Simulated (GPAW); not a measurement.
# 1T-PbO2 monolayer: simulated STM images, part 2 of 2

Wanted: filled- and empty-state images of 1T-PbO2 monolayer, with its work function.

GPAW 26.7.0; GPAW, PAW setups; layer in a repeated cell with vacuum, relaxation of atoms and in-plane cell (the session's first sound run).

So far. Step 2 (Relaxing the atoms): The relaxation lowered the energy of the cell by 3.64 eV (energies extrapolated to zero smearing; the optimiser's log prints free energies). The largest force left on a free atom is 0.0038 eV/Å.

## 3. Plane waves, PBE

The work function is the vacuum plateau of the electrostatic potential less the Fermi level; a dipole layer lets the two faces have plateaus of their own.

This step: GPAW, PAW setups; slab in vacuum (GPAW 26.7.0).

The cell differs from the one that the last finished run ended in (c 20.211 → 20.151 Å).

File run.py:

```python
import json
import numpy as np
from ase import Atoms
from ase.dft.stm import STM
from gpaw import GPAW, PW

slab = Atoms(
    ['O', 'Pb', 'O'],
    positions=[
        [1.67907, 0.96941, 9.00000],
        [0.00000, 0.00000, 10.07529],
        [0.00000, 1.93882, 11.15058]],
    cell=[[3.35815, -0.0, 0.0], [-1.67907, 2.90825, 0.0], [0.0, 0.0, 20.1506]],
    pbc=[True, True, False])

slab.calc = GPAW(mode=PW(500), xc='PBE', kpts={'size': (12, 12, 1), 'gamma': True},
                 occupations={'name': 'fermi-dirac', 'width': 0.05}, nbands='200%',
                 convergence={'density': 1e-05}, maxiter=200,
                 poissonsolver={'dipolelayer': 'xy'},
                 symmetry={'tolerance': 1e-3}, txt='slab.txt')
result = {}
energy = slab.get_potential_energy()
fermi = slab.calc.get_fermi_level()
v = slab.calc.get_electrostatic_potential().mean((0, 1)) - fermi
n = slab.calc.get_pseudo_density().mean((0, 1))
L = slab.cell[2, 2]
z = np.arange(len(v)) * L / len(v)
low, high = slab.positions[:, 2].min(), slab.positions[:, 2].max()
below, above = np.interp([low - 6.8, high + 6.8], z, v)
slopes = [np.interp(x, z, np.gradient(v, z)) for x in (low - 6.8, high + 6.8)]
eps = np.array([[slab.calc.get_eigenvalues(k, s) for k in range(len(slab.calc.get_ibz_k_points()))]
                for s in range(slab.calc.get_number_of_spins())]) - fermi
top, bottom = eps[eps < 0].max(), eps[eps > 0].min()
dipole = slab.get_dipole_moment()[2]
print(f'energy {energy:.4f} eV, Fermi level {fermi:.4f} eV, dipole {dipole:.5f} e A')
print(f'potential 6.8 A off the faces, from the Fermi level: lower {below:.4f} eV, upper {above:.4f} eV')
print(f'slope of the potential there: lower {slopes[0]:.5f}, upper {slopes[1]:.5f} eV/A')
print(f'nearest levels on the mesh: {top:.4f} and {bottom:.4f} eV')
print('magnetic moment', round(slab.get_magnetic_moment(), 3))
result.update(energy=energy, fermi=fermi, dipole=dipole, below=below, above=above, slopes=slopes, edges=[top, bottom],
              z=z.tolist(), v=v.tolist(), n=n.tolist(), positions=slab.positions.tolist(),
              forces=slab.get_forces(apply_constraint=False).tolist(), moments=slab.get_magnetic_moments().tolist())

# Images need the states of the whole zone, up to time reversal
slab.calc = slab.calc.fixed_density(symmetry={'point_group': False}, txt='states.txt', nbands='290%',
                                    convergence={'bands': 'CBM+1.8'})
stm = STM(slab)
result['stm'] = []
for bias in [-2.0, -1.0, 1.5]:
    height = high + 3.0
    current = stm.get_averaged_current(bias, height)
    x, y, h = stm.scan(bias, current)
    i, f = divmod(height / L * stm.ldos.shape[2], 1)
    I = abs((1 - f) * stm.ldos[:, :, int(i)] + f * stm.ldos[:, :, int(i) + 1])
    print(f'bias {bias} V: mean current at 3.0 A {current:.4e}, corrugation {np.ptp(h):.4f} A')
    result['stm'].append(dict(bias=bias, current=current, h=(h - high).tolist(), I=I.tolist()))
json.dump(result, open('result.json', 'w'))
```

Launch:

```console
$ OMP_NUM_THREADS=1 OPENBLAS_NUM_THREADS=1 python run.py
```

Output:

```text
energy -15.5957 eV, Fermi level -4.5802 eV, dipole -0.00019 e A
potential 6.8 A off the faces, from the Fermi level: lower 7.3502 eV, upper 7.3538 eV
slope of the potential there: lower -0.00062, upper 0.00062 eV/A
nearest levels on the mesh: -0.8466 and 0.6488 eV
magnetic moment 0.0
bias -2.0 V: mean current at 3.0 A 1.9096e-05, corrugation 0.3895 A
bias -1.0 V: mean current at 3.0 A 5.2108e-06, corrugation 0.7748 A
bias 1.5 V: mean current at 3.0 A 8.6165e-06, corrugation 0.1536 A
```

It took 3.5 min on 1 thread of Arm Neoverse V1, shared host; peak memory 0.57 GiB.

This step gave:

```
dipole along the normal                    : -1.92e-4 e·Å
levels nearest the Fermi level on the mesh : -0.8466, 0.6488 eV from the Fermi level
upper work function                        : 7.354 eV
lower work function                        : 7.350 eV
corrugation -2                             : 0.3895 Å
corrugation -1                             : 0.7748 Å
corrugation 1.5                            : 0.1536 Å
upper ionisation energy                    : 8.200 eV
```

Electrostatic potential energy of an electron (without an applied field's), less the Fermi level, planar mean against z:

| z (Å) | electrostatic potential energy of an electron (without an applied field's), less the Fermi level, planar mean (eV) |
| --- | --- |
| 0.0 | 7.35 |
| 0.5 | 7.35 |
| 1.0 | 7.35 |
| 1.5 | 7.35 |
| 2.0 | 7.35 |
| 2.5 | 7.35 |
| 3.0 | 7.35 |
| 3.5 | 7.35 |
| 4.0 | 7.35 |
| 4.5 | 7.35 |
| 5.0 | 7.35 |
| 5.5 | 7.35 |
| 6.0 | 7.35 |
| 6.5 | 7.34 |
| 7.0 | 7.32 |
| 7.5 | 7.23 |
| 8.0 | 6.69 |
| 8.5 | 3.35 |
| 9.0 | -8.14 |
| 9.5 | -9.82 |
| 10.0 | -22.1 |
| 10.5 | -13.6 |
| 11.0 | -8.42 |
| 11.5 | 0.522 |
| 12.0 | 6.24 |
| 12.5 | 7.16 |
| 13.0 | 7.31 |
| 13.5 | 7.34 |
| 14.0 | 7.35 |
| 14.5 | 7.35 |
| 15.0 | 7.35 |
| 15.5 | 7.35 |
| 16.0 | 7.35 |
| 16.5 | 7.35 |
| 17.0 | 7.35 |
| 17.5 | 7.35 |
| 18.0 | 7.35 |
| 18.5 | 7.35 |
| 19.0 | 7.35 |
| 19.5 | 7.35 |
| 20.0 | 7.35 |

The pseudo valence density, planar mean oscillates, so the rows of the table below give means over windows of 0.5 Å about each position, cut where the curve ends. Its maxima inside the range that stand out by 2 % of the span (Å: e/Å³): 9.02: 0.799, 9.98: 1.29, 11.13: 0.799. Its minima: 9.40: 0.713, 10.75: 0.713.

The pseudo valence density, planar mean by z; means over each step:

| z (Å) | pseudo valence density, planar mean (e/Å³) |
| --- | --- |
| 6.0 | 5.7e-5 |
| 6.5 | 2.9e-4 |
| 7.0 | 0.00158 |
| 7.5 | 0.00937 |
| 8.0 | 0.0549 |
| 8.5 | 0.332 |
| 9.0 | 0.731 |
| 9.5 | 0.780 |
| 10.0 | 1.18 |
| 10.5 | 0.880 |
| 11.0 | 0.760 |
| 11.5 | 0.473 |
| 12.0 | 0.101 |
| 12.5 | 0.0157 |
| 13.0 | 0.00273 |
| 13.5 | 4.6e-4 |
| 14.0 | 9.3e-5 |

Tip height over the top atom over a1 and a2. Sample bias -2 V, constant current at the mean current 3.0 Å over the top atom.

Ten even steps from '_' (2.78 Å) to '@' (3.17 Å):
```
__..--==++**####%%%%####**++==--..__
..--==++##%%%%%%@@%%%%%%##++==--..__
--==++##%%%%@@@@@@@@%%%%##++==--....
==++##%%@@@@@@@@@@@@@@%%##++==::..::
++**%%%%@@@@@@@@@@@@%%%%**++--....--
**##%%@@@@@@@@@@@@@@%%##**==::..::==
**##%%@@@@@@@@@@@@%%##**++--....--++
##%%@@@@@@@@@@@@@@%%##++==::..::==++
##%%%%@@@@@@@@%%%%##++==--....--==++
####%%%%@@%%%%####++++==......==++++
**##%%%%%%%%##**++====::____::====++
****######****++==--..______..--==++
++++++++++++==--::....____....::--==
==========--::........::........::--
--------::......::--====--::......::
............::--====++====--::......
______..::--==++++++++++++==--::..__
____..--==++****######****++==--..__
```
Columns: a1 from 0 to 0.944; rows upwards: a2 from 0 to 0.944.

Local density of states summed over the bias window over a1 and a2. Sample bias -2 V, constant height 3.0 Å over the top atom.

Ten even steps from '_' (1.06 × 1e-5 arbitrary) to '@' (3.13 × 1e-5 arbitrary):
```
__....::==++************++==::....__
__..::==++**####%%####**++==::..____
..::==**##%%%%@@@@%%%%##**==::..____
::==++##%%@@@@@@@@@@%%##++==::______
==++**%%@@@@@@@@@@@@%%**++==::____::
++**##%%@@@@@@@@@@%%##**++--..__..--
++**##@@@@@@@@@@@@##**++==::____::==
++**%%@@@@@@@@@@%%**++==::______::==
++**##%%@@@@%%##**++==--..____..--==
++**##%%%%%%##**++==--::______::--==
++****####****++==--::..____..::--==
++++++**++++++==::..__________..::==
============--::________________::--
::::::::::::..________..________..::
........__________..::::..__________
__..________..::::------::::..______
__________::--============--::______
______..::==++++++++++++++==::..____
```
Columns: a1 from 0 to 0.944; rows upwards: a2 from 0 to 0.944.

Tip height over the top atom over a1 and a2. Sample bias -1 V, constant current at the mean current 3.0 Å over the top atom.

Ten even steps from '_' (2.49 Å) to '@' (3.27 Å):
```
::--==++**####%%%%%%%%####**++==--::
--==++**##%%%%%%%%%%%%%%##**++==----
==++**##%%%%@@@@@@@@%%%%##**++==----
++**##%%@@@@@@@@@@@@@@%%##**++==--==
**##%%%%@@@@@@@@@@@@%%%%##**++====++
**##%%@@@@@@@@@@@@@@%%##**++==--==++
##%%%%@@@@@@@@@@@@%%%%##++==----==++
##%%%%@@@@@@@@@@%%%%##**++------++**
%%%%%%@@@@@@@@%%%%%%**==--------==**
##%%%%%%@@%%%%%%##**==--::::::--==**
####%%%%%%%%####**==--::____::--==**
**##########**++++--::______::--++++
************++==----::____::----==++
++++++++++++==------::::::------==++
============--------------------====
----------======++======++======----
::::----==++++++********++++++==----
..::--==++****####%%####****++==--::
```
Columns: a1 from 0 to 0.944; rows upwards: a2 from 0 to 0.944.

Local density of states summed over the bias window over a1 and a2. Sample bias -1 V, constant height 3.0 Å over the top atom.

Values in units of 1e-5 arbitrary, 12 rows by 16 columns, each cell a mean:
```
0.2 0.3 0.4 0.5 0.6 0.7 0.8 0.9 0.9 0.8 0.7 0.6 0.5 0.3 0.2 0.2
0.3 0.4 0.6 0.8 0.9 0.9 1.0 1.0 0.9 0.9 0.9 0.7 0.5 0.3 0.2 0.2
0.4 0.6 0.8 1.0 1.1 1.1 1.1 1.1 1.0 1.0 0.8 0.6 0.4 0.3 0.2 0.3
0.5 0.7 0.9 1.0 1.1 1.2 1.2 1.1 1.0 0.8 0.7 0.5 0.3 0.2 0.2 0.4
0.6 0.8 1.0 1.0 1.1 1.2 1.1 1.0 0.9 0.7 0.5 0.4 0.2 0.2 0.3 0.4
0.7 0.9 0.9 1.0 1.1 1.0 1.0 0.9 0.8 0.5 0.4 0.2 0.2 0.2 0.3 0.5
0.7 0.8 0.9 1.0 1.0 0.8 0.7 0.6 0.4 0.3 0.2 0.1 0.1 0.2 0.3 0.5
0.5 0.7 0.8 0.8 0.7 0.6 0.5 0.4 0.3 0.2 0.1 0.1 0.1 0.2 0.3 0.4
0.4 0.5 0.5 0.5 0.5 0.4 0.3 0.2 0.1 0.1 0.1 0.1 0.1 0.2 0.3 0.4
0.3 0.3 0.3 0.3 0.3 0.2 0.2 0.2 0.2 0.2 0.2 0.2 0.2 0.2 0.2 0.3
0.2 0.2 0.2 0.2 0.3 0.3 0.3 0.4 0.4 0.4 0.4 0.4 0.3 0.3 0.2 0.2
0.2 0.2 0.2 0.3 0.4 0.5 0.5 0.6 0.7 0.6 0.5 0.5 0.4 0.3 0.2 0.2
```
Columns: a1 from 0 to 0.944; rows upwards: a2 from 0 to 0.944.

Tip height over the top atom over a1 and a2. Sample bias 1.5 V, constant current at the mean current 3.0 Å over the top atom.

Values in Å, 12 rows by 16 columns, each cell a mean:
```
2.96 2.99 3.00 3.00 3.00 3.02 3.03 3.03 3.03 3.03 3.01 3.00 3.00 3.00 2.98 2.96
2.98 3.00 3.01 3.01 3.03 3.05 3.06 3.06 3.06 3.04 3.02 3.01 3.00 2.99 2.97 2.96
2.99 3.00 3.02 3.05 3.08 3.07 3.07 3.07 3.08 3.06 3.02 3.00 2.99 2.98 2.97 2.97
3.01 3.02 3.04 3.07 3.07 3.07 3.07 3.07 3.07 3.04 3.02 3.00 2.99 2.98 2.98 2.99
3.02 3.03 3.05 3.06 3.07 3.07 3.06 3.06 3.04 3.02 3.01 2.98 2.96 2.96 2.97 3.00
3.01 3.03 3.05 3.07 3.08 3.07 3.06 3.04 3.01 3.00 2.98 2.95 2.94 2.95 2.98 3.00
3.02 3.03 3.04 3.05 3.05 3.04 3.03 3.01 2.99 2.98 2.97 2.95 2.95 2.97 2.98 3.00
3.02 3.01 3.01 3.01 3.01 3.01 3.01 2.99 2.97 2.96 2.97 2.97 2.96 2.96 2.98 3.00
2.99 3.00 3.01 3.00 2.99 2.99 2.98 2.95 2.94 2.95 2.96 2.95 2.94 2.95 2.97 2.99
2.98 3.00 2.99 2.98 2.98 2.98 2.97 2.95 2.95 2.97 2.97 2.95 2.95 2.97 2.98 2.98
2.96 2.97 2.97 2.97 2.97 2.99 2.99 2.99 2.99 2.99 2.99 2.99 2.98 2.98 2.97 2.96
2.94 2.96 2.97 2.98 2.99 3.00 3.01 3.01 3.01 3.01 3.01 3.00 2.99 2.98 2.97 2.96
```
Columns: a1 from 0 to 0.944; rows upwards: a2 from 0 to 0.944.

Local density of states summed over the bias window over a1 and a2. Sample bias 1.5 V, constant height 3.0 Å over the top atom.

Ten even steps from '_' (0.71 × 1e-5 arbitrary) to '@' (1.01 × 1e-5 arbitrary):
```
----======++**########**++======----
--==++++++**##%%%%%%##**++++++==--::
--==++++**%%@@@@@@@@%%**++++==--....
--==++**%%@@@@@@@@@@%%**++==--::::::
==++**%%@@@@@@@@@@@@%%**++==--------
****##@@@@@@%%@@@@@@##****==------==
**##%%@@@@@@@@@@@@%%##**++--::::--++
**##%%@@@@@@@@@@%%##**++--______--++
++##%%@@@@@@@@%%##++++--..____..--++
**####%%%%%%####**++--::::..::::--++
****************++--::--------::--++
**++++++++++**++--..::--==--::..--++
====++++======--____..----..____--==
--==++==------::____::--::____::----
--====--::----::__..::::..__::----::
------..::----------------------::..
----::..::--==++++++++++++==--::..::
----------==******++******==--------
```
Columns: a1 from 0 to 0.944; rows upwards: a2 from 0 to 0.944.

Force by atom:

| atom | x (eV/Å) | y (eV/Å) | z (eV/Å) | size |
| --- | --- | --- | --- | --- |
| O1 | 0.0000 | 0.0000 | -0.0575 | 0.0575 |
| Pb2 | 0.0000 | 0.0000 | 0.0000 | 0.0000 |
| O3 | 0.0000 | 0.0000 | 0.0575 | 0.0575 |

The layer is gapped, so the Fermi level lies somewhere inside the gap, set by smearing and numerics, and these work functions are no property of the material; the band edges below the vacuum level are. The potential is flat to 6.2e-4 eV/Å where it is read, so the vacuum is wide enough.

## 4. What came out

| Property | Result |
| --- | --- |
| work function, both faces (Fermi level placed in the gap by the smearing) | 7.35 eV |
| ionisation energy from the upper face (highest filled level on the mesh) | 8.20 eV |
| electron affinity from the upper face (lowest empty Kohn-Sham level on the mesh) | 6.70 eV |
| dipole along the normal | -1.9e-4 e Å |
| corrugation at -2 V | 0.390 Å |
| corrugation at -1 V | 0.775 Å |
| corrugation at 1.5 V | 0.154 Å |

In words: The corrugation at constant current is largest at -1 V, where the tip height varies by 0.77 Å over the cell. Negative sample bias images filled states, positive bias empty ones. The levels nearest the Fermi level on the mesh lie 1.50 eV apart, so the slab is gapped there: the smearing puts the Fermi level inside the gap, and from either face the ionisation energy is the work function plus 0.85 eV. Both are Kohn-Sham levels on the mesh, and semilocal gaps are too small, so the affinity tends to come out too large and the ionisation energy too small. The images are of Tersoff-Hamann type: an s-wave tip, no tip-sample forces, heights closer than in a microscope. The starting lattice was a guess from atomic radii; the relaxation moved it by 17 %. With elements this heavy, spin-orbit coupling can move band edges by tenths of an eV. Biases count from a Fermi level whose place in the gap is arbitrary, so only their reach past the band edges has a meaning. The layer's cell and atoms come from the relaxation; spin-orbit coupling and temperature are left out.

[Logs are printed without paths, hosts, clocks, repeated set-up lines and the standing remarks that a program may print on its own settings, such as how far it seeks lower states.]

[Hosts, paths, dates, database ids (printed as entryN), source tags and the programs' standing remarks are cut or masked in the printed files.]
